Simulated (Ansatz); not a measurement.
# CsSrF3 (Pm-3m): Grüneisen parameters, part 2 of 2

Aim: how the phonons of CsSrF3 (Pm-3m) shift with volume, and the thermal expansion that follows.

Ansatz 0.2.0; DFT PBEsol, scalar-relativistic, plane waves, PAW; PAW set soft_1.

So far, highest frequency on the path or at a solved wavevector (cm⁻¹): step 2 (response at finite wavevector) 440.

## 4. Phonons at the other volume, volume ratio 0.97

The phonons are repeated at this volume on the same k and q meshes.

input.yaml

```yaml
crystal:
  lattice:
    - [4.6893390374, 0.0, 0.0]
    - [0.0, 4.6893390374, 0.0]
    - [0.0, 0.0, 4.6893390374]
  atoms:
    - { symbol: Cs, position: [0.0, 0.0, 0.0] }
    - { symbol: Sr, position: [0.5, 0.5, 0.5] }
    - { symbol: F, position: [0.0, 0.5, 0.5] }
    - { symbol: F, position: [0.5, 0.0, 0.5] }
    - { symbol: F, position: [0.5, 0.5, 0.0] }
kpoints:
  mp_grid: { grid: [6, 6, 6] }
hamiltonian:
  xc: pbesol
  pseudopotentials: { kind: paw, azcp: { folder: soft_1 }, xc_functional: pbe }
scf:
  occupations: { method: fixed }
output:
  eigenvalues: true
phonons:
  method: dfpt
  dielectric: true
  rigid_motions: translations
  qmesh: [2, 2, 2]
  temperatures: { t_max: 1000, t_step: 50 }
  qpath:
    path:
      - [[0.0, 0.0, 0.0], [0.0, 0.5, 0.0], [0.5, 0.5, 0.0], [0.0, 0.0, 0.0], [0.5, 0.5, 0.5], [0.0, 0.5, 0.0]]
      - [[0.5, 0.5, 0.5], [0.5, 0.5, 0.0]]
    npoints: 10
```

Launch:

```
$ ansatz run input.yaml --threads 4 --pin off --max-ram 10240MiB --backend cpu --events-out ev --progress --plain --runs-dir out
```

Numbers of over 12 decimals in the logs are rounded to 6 here.

What it wrote:

```text
[...]
Crystal: 5 atoms, lattice volume = 103.118 Å³
Basis set: ecut = 420 eV, 2007 PW (Γ), exchange–correlation on 64×64×64 points (8 copies of the dense FFT grid, shifted against one another)
Bands: 25, of which v1, the nominal top of the filled ones, is band 20 counted from 1 (19 counted from 0)
Symmetry: 48 space group operations
k-points: 80 of 216 (irreducible under 2 space group operations, time reversal used)
[...]
SCF iter   1: F=—  HF=-11494.233532 eV  |F-HF|=—  |Δ(HF+E_count)|=         —  Δρ=1.66e-1  dr2=2.40e1  ethr=3.10e-3  ⟨swp⟩=6.6  Hψ=10687  notcnv=0  defer=149
[...]
SCF iter  10: F=-11488.174456 eV  HF=-11488.174456 eV  |F-HF|=3.64e-12  |Δ(HF+E_count)|=  9.95e-10  Δρ=2.51e-7  dr2=7.41e-11  ethr=1.00e-12  ⟨swp⟩=15.9  Hψ=19149  notcnv=0
SCF 1 converged in 10 iterations: F = -11488.174456 eV  dr2 = 7.41e-11
[...]
DFPT response loops at Γ: preconditioner auto → none (the input reference at scf.mixing.eps_inf says where Resta's filter doesn't serve); β = 0.50; Broyden in place of MSR1
NSCF: frozen V_eff on 20 k-points
[...]
SCF converged after 10 iterations
Free energy (F): -11488.174456 eV
[...]
Internal energy: -11488.174456 eV  (E = F + TS)
E sigma→0 (E₀):  -11488.174456 eV
Fermi energy:    2.506898 eV
[...]
--- Band table (eV; the first three rows and the last of 80) ---
  k-point 0: bands = [... 16 lower, 2.1933, 2.5069, 2.5069, 2.5069, 8.9082, 10.1937, 10.1937, 11.1763, ... 1 higher]
  k-point 1: bands = [... 16 lower, 2.1492, 2.1674, 2.5048, 2.5048, 9.2949, 10.3791, 10.5279, 11.3146, ... 1 higher]
  k-point 2: bands = [... 16 lower, 2.0563, 2.0563, 2.5020, 2.5020, 10.0853, 10.7982, 11.4178, 11.7012, ... 1 higher]
  k-point 79: bands = [... 16 lower, 1.8014, 2.4055, 2.4055, 2.4055, 11.0408, 11.0408, 11.0408, 13.1740, ... 1 higher]
--- Phonons (Γ-DFPT): 4 representative perturbations + reference, on 80 of 216 k-points (Σ response iterations 13) ---
  k mesh reduced under 2 symmetry operations, with k and −k counted as one. Each operation leaves every solved perturbation unchanged. A smaller set is not considered because the run solves the response to a homogeneous field
  ASR residual: 1.142e-3 → 0.000e0 eV/Å²; symmetrization residual: 1.207e-5 eV/Å²
  ASR residual per site (eV/Å²): 6.31e-5 1.14e-3 6.72e-4 6.72e-4 6.72e-4
[...]
ε∞ (high-frequency dielectric tensor):
        2.320055     0.000000     0.000000
        0.000000     2.320055     0.000000
        0.000000     0.000000     2.320055
  ε⁰ (static dielectric tensor: ions relaxed, cell fixed):
       44.359519    -0.000000     0.000000
       -0.000000    44.359519    -0.000000
        0.000000    -0.000000    44.359519
  ε⁰ − ε∞ (ionic part):
       42.039465    -0.000000     0.000000
       -0.000000    42.039465    -0.000000
        0.000000    -0.000000    42.039465
  softest optical mode at Γ: 32.02 cm⁻¹; the repairs (sum rule, projections) moved no ω² at Γ by more than (3.49 cm⁻¹)²
  Born effective charges Z* (e; rows j = field, columns β = displacement):
    site 0:
         1.31259   -0.00000    0.00000
         0.00000    1.31259    0.00000
         0.00000    0.00000    1.31259
    site 1:
         2.47368    0.00000    0.00000
        -0.00000    2.47368    0.00000
         0.00000    0.00000    2.47368
    site 2:
        -1.71976   -0.00000   -0.00000
        -0.00000   -1.03326    0.00000
         0.00000    0.00000   -1.03326
    site 3:
        -1.03326    0.00000    0.00000
        -0.00000   -1.71976    0.00000
         0.00000    0.00000   -1.03326
    site 4:
        -1.03326   -0.00000   -0.00000
         0.00000   -1.03326    0.00000
         0.00000    0.00000   -1.71976
  Z* charge neutrality: 2.619e-5 e pre-enforcement
  k-mesh period / interband length: 28.1 Å / 1.07 Å = 26.34 at k = (0.0000, 0.0000, 0.0000), direct gap 6.401 eV — 14 or more, which is no proof of convergence
  optical modes at Γ without the LO–TO term, one row a degenerate level:
      ω (cm⁻¹)  modes    IR ((D/Å)²/amu)
         32.02      3             5.7440
         42.77      3             0.0000
        111.52      3             4.9510
        372.07      3            13.5893
  optical modes at Γ + LO–TO along q̂ = [1.0000, 0.0000, 0.0000]:
      ω (cm⁻¹)  modes    IR ((D/Å)²/amu)
         32.02      2             3.8293
         42.77      3             0.0000
         76.48      1             0.1044
        111.52      2             3.3007
        175.47      1             1.6884
        372.07      2             9.0595
        432.92      1             6.3019
  optical modes at Γ + LO–TO along q̂ = [0.0000, 1.0000, 0.0000]:
      ω (cm⁻¹)  modes    IR ((D/Å)²/amu)
         32.02      2             3.8293
         42.77      3             0.0000
         76.48      1             0.1044
        111.52      2             3.3007
        175.47      1             1.6884
        372.07      2             9.0595
        432.92      1             6.3019
  optical modes at Γ + LO–TO along q̂ = [0.0000, 0.0000, 1.0000]:
      ω (cm⁻¹)  modes    IR ((D/Å)²/amu)
         32.02      2             3.8293
         42.77      3             0.0000
         76.48      1             0.1044
        111.52      2             3.3007
        175.47      1             1.6884
        372.07      2             9.0595
        432.92      1             6.3019
--- Phonons (arbitrary-q DFPT): 4 irreducible q on the 2×2×2 mesh ---
[...]
interpolated dispersion: 63 rows × 15 modes
[...]
```

It took 1.8 min on 4 threads of Arm Neoverse V1, shared host; peak memory 1.2 GiB; 7.1 min of CPU time.

Numbers from this step:

```yaml
sum_rule_residual_before_enforcement: 0.001142 eV/Å²
miss_of_the_charge_sum_rule: 2.62e-5 e
lowest_frequency_on_the_path: -74.17 cm⁻¹
highest_frequency_on_the_path_or_at_a_solved_wavevector: 461.9 cm⁻¹
highest_optical_mode_at_the_zone_centre_no_lo_to_term: 372.1 cm⁻¹
lowest_optical_zone_centre_mode: 32.02 cm⁻¹
mean_high_frequency_dielectric_constant: 2.320
largest_born_charge_third_of_the_trace: 2.474 e
mean_static_dielectric_constant: 44.36
top_of_the_zone_centre_spectrum_with_the_field: 432.9 cm⁻¹
lowest_mode_on_the_q_mesh_acoustic_modes_at_gamma_apart: -74.17 cm⁻¹
```

Frequencies (cm⁻¹) solved at each irreducible wavevector; negative means imaginary. Frequencies by wavevector, by row:

```csv
q in reciprocal lattice units,star,mode 1,mode 2,mode 3,mode 4,mode 13,mode 14,mode 15
0 0 0,1,0,0,0,32,372.1,372.1,372.1
0 0 -0.5,3,32.5,32.5,38.7,38.7,371.8,371.8,423.8
0 -0.5 -0.5,3,-69.6,15.8,15.8,36.4,371.3,374.9,447.2
-0.5 -0.5 -0.5,1,-74.2,-74.2,-74.2,35.3,374.7,374.7,461.9
```

The highest optical mode at the zone centre (no LO-TO term) is 372.1 cm⁻¹, +26.4 cm⁻¹ against the base run.

## 5. Relaxing at another volume, volume ratio 1.03

The volume is scaled by 1.03 and held; symmetry leaves nothing to relax, so this is a single point. The modes can then be followed against volume.

input.yaml, the sections that differ from step 4:

```yaml
crystal:
  lattice:
    - [4.7840986898, 0.0, 0.0]
    - [0.0, 4.7840986898, 0.0]
    - [0.0, 0.0, 4.7840986898]
  atoms:
    - { symbol: Cs, position: [0.0, 0.0, 0.0] }
    - { symbol: Sr, position: [0.5, 0.5, 0.5] }
    - { symbol: F, position: [0.0, 0.5, 0.5] }
    - { symbol: F, position: [0.5, 0.0, 0.5] }
    - { symbol: F, position: [0.5, 0.5, 0.0] }
output:
  forces: true
  stress: true
  eigenvalues: true
  write_density: true
  write_potential: true
  elf: true
  volumetric_format: npy
# kpoints, hamiltonian, scf: as in step 4
# phonons: removed
```

What it wrote:

```text
[...]
Crystal: 5 atoms, lattice volume = 109.497 Å³
Basis set: ecut = 420 eV, 2103 PW (Γ), exchange–correlation on 64×64×64 points (8 copies of the dense FFT grid, shifted against one another)
Bands: 25, of which v1, the nominal top of the filled ones, is band 20 counted from 1 (19 counted from 0)
Symmetry: 48 space group operations
[...]
k-points: 20 of 216
[...]
k-point 0: bands = [... 16 lower, 1.6963, 1.9503, 1.9503, 1.9503, 8.1456, 9.6365, 9.6365, 10.5599, ... 1 higher]
  k-point 1: bands = [... 16 lower, 1.6658, 1.6968, 1.9445, 1.9445, 8.5128, 9.8096, 9.9351, 10.6906, ... 1 higher]
  k-point 2: bands = [... 16 lower, 1.6055, 1.6055, 1.9358, 1.9358, 9.3076, 10.2030, 10.6638, 11.0544, ... 1 higher]
  k-point 19: bands = [... 16 lower, 1.3416, 1.9549, 1.9549, 1.9549, 10.3761, 10.3761, 10.3761, 12.2941, ... 1 higher]
[key lines of the parts left out:]
SCF converged after 9 iterations
Free energy (F): -11488.176091 eV
Fermi energy:    1.954863 eV
P = ⅓ Tr σ = -1.2017 GPa (-12.017 kbar)
```

Wall time 1.7 s (4 threads); peak memory 0.44 GiB.

Numbers from this step:

| Item | Value |
| --- | --- |
| pressure | -1.202 GPa |
| gap on the k-mesh | 6.191 eV |
| volume per atom | 21.90 Å³ |
| direct gap on mesh | 6.195 eV |

The run ends at a pressure of -1.20 GPa.

## 6. Phonons at the other volume, volume ratio 1.03

The phonons are repeated at this volume on the same k and q meshes.

input.yaml, the sections that differ from step 5:

```yaml
output:
  eigenvalues: true
phonons:
  method: dfpt
  dielectric: true
  rigid_motions: translations
  qmesh: [2, 2, 2]
  temperatures: { t_max: 1000, t_step: 50 }
  qpath:
    path:
      - [[0.0, 0.0, 0.0], [0.0, 0.5, 0.0], [0.5, 0.5, 0.0], [0.0, 0.0, 0.0], [0.5, 0.5, 0.5], [0.0, 0.5, 0.0]]
      - [[0.5, 0.5, 0.5], [0.5, 0.5, 0.0]]
    npoints: 10
# crystal, kpoints, hamiltonian, scf: as in step 5
```

What it wrote:

```text
[...]
Crystal: 5 atoms, lattice volume = 109.497 Å³
Basis set: ecut = 420 eV, 2103 PW (Γ), exchange–correlation on 64×64×64 points (8 copies of the dense FFT grid, shifted against one another)
Bands: 25, of which v1, the nominal top of the filled ones, is band 20 counted from 1 (19 counted from 0)
Symmetry: 48 space group operations
k-points: 80 of 216 (irreducible under 2 space group operations, time reversal used)
[...]
ω (cm⁻¹)  modes    IR ((D/Å)²/amu)
[...]
optical modes at Γ + LO–TO along q̂ = [0.0000, 0.0000, 1.0000]:
      ω (cm⁻¹)  modes    IR ((D/Å)²/amu)
[...]
126.27      2             4.0940
        179.35      1             1.3189
        320.29      2             8.4675
        386.90      1             6.4138
--- Phonons (arbitrary-q DFPT): 4 irreducible q on the 2×2×2 mesh ---
[...]
interpolated dispersion: 63 rows × 15 modes
[...]
[key lines of the parts left out:]
SCF converged after 10 iterations
Free energy (F): -11488.176091 eV
Fermi energy:    1.954833 eV
```

Elapsed: 1.9 min, on 4 threads; peak memory 1.2 GiB; 7.4 min of CPU time.

This step gave:

```
sum-rule residual before enforcement                    : 0.001285 eV/Å²
miss of the charge sum rule                             : 2.38e-5 e
lowest frequency on the path                            : -58.64 cm⁻¹
highest frequency on the path or at a solved wavevector : 418.7 cm⁻¹
highest optical mode at the zone centre (no LO-TO term) : 320.3 cm⁻¹
lowest optical zone-centre mode                         : -1.82 cm⁻¹
mean high-frequency dielectric constant                 : 2.257
largest Born charge (third of the trace)                : 2.444 e
top of the zone-centre spectrum with the field          : 386.9 cm⁻¹
lowest mode on the q mesh (acoustic modes at Γ apart)   : -58.64 cm⁻¹
```

The highest optical mode at the zone centre (no LO-TO term) is 320.3 cm⁻¹, -25.3 cm⁻¹ against the base run.

## 7. Grüneisen parameters

The Grüneisen parameter of a mode is minus the logarithmic change of its frequency with volume, −d ln ω / d ln V; weighted by heat capacity it gives the expansion.

This step gave:

```yaml
bulk_modulus: 44 GPa
```

The phonon branches at the labelled points (cm⁻¹):

```csv
point,branch 1,branch 2,branch 3,branch 4,branch 12,branch 13,branch 14,branch 15
Γ,0,0,0,22,178,346,346,409
halfway,21,21,32,32,204,345,345,406
X,26,26,39,39,238,345,345,401
halfway,-38,26,29,34,220,345,346,414
M,-62,2,2,32,194,345,350,425
halfway,-22,26,28,42,199,345,345,411
Γ,0,0,0,22,178,346,346,409
halfway,-19,8,8,37,192,346,346,417
R,-66,-66,-66,27,185,349,349,440
halfway,-43,-29,24,30,208,347,347,423
X,26,26,39,39,238,345,345,401
jump to R,-66,-66,-66,27,185,349,349,440
halfway,-64,-38,-38,31,191,347,349,432
M,-62,2,2,32,194,345,350,425
```

The same for volume x 0.97:

```csv
point,branch 1,branch 2,branch 3,branch 4,branch 12,branch 13,branch 14,branch 15
Γ,0,0,0,32,176,372,372,433
X,32,32,39,39,240,372,372,424
M,-70,16,16,36,200,371,375,447
Γ,0,0,0,32,176,372,372,433
R,-74,-74,-74,35,193,375,375,462
X,32,32,39,39,240,372,372,424
R,-74,-74,-74,35,193,375,375,462
M,-70,16,16,36,200,371,375,447
```

The same for volume x 1.03:

```csv
point,branch 1,branch 2,branch 3,branch 4,branch 12,branch 13,branch 14,branch 15
Γ,-2,-2,0,0,179,320,320,387
X,18,18,38,38,235,320,320,379
M,-54,-15,-15,28,188,319,325,403
Γ,-2,-2,0,0,179,320,320,387
R,-59,-59,-59,17,177,325,325,419
X,18,18,38,38,235,320,320,379
R,-59,-59,-59,17,177,325,325,419
M,-54,-15,-15,28,188,319,325,403
```

## 8. Results

```yaml
bulk_modulus: 44 GPa
gap_deformation_potential: -3.51 eV
```

What this shows: No expansion is given, because modes are imaginary at one volume or more. Without the field, the highest optical mode at Γ goes from 372 to 320 cm⁻¹ as the cell grows, a Grüneisen parameter of 2.50. Branches are matched by rank, so values near crossings are rough. Spin-orbit coupling is left out, which can matter for the heavy elements here. The PAW files were made for PBE and serve the other functionals too.

[Logs are printed without paths, hosts, clocks, repeated set-up lines and the standing remarks that a program may print on its own settings, such as how far it seeks lower states.]

[Hosts, paths, dates, database ids (printed as entryN), source tags and the programs' standing remarks are cut or masked in the printed files.]
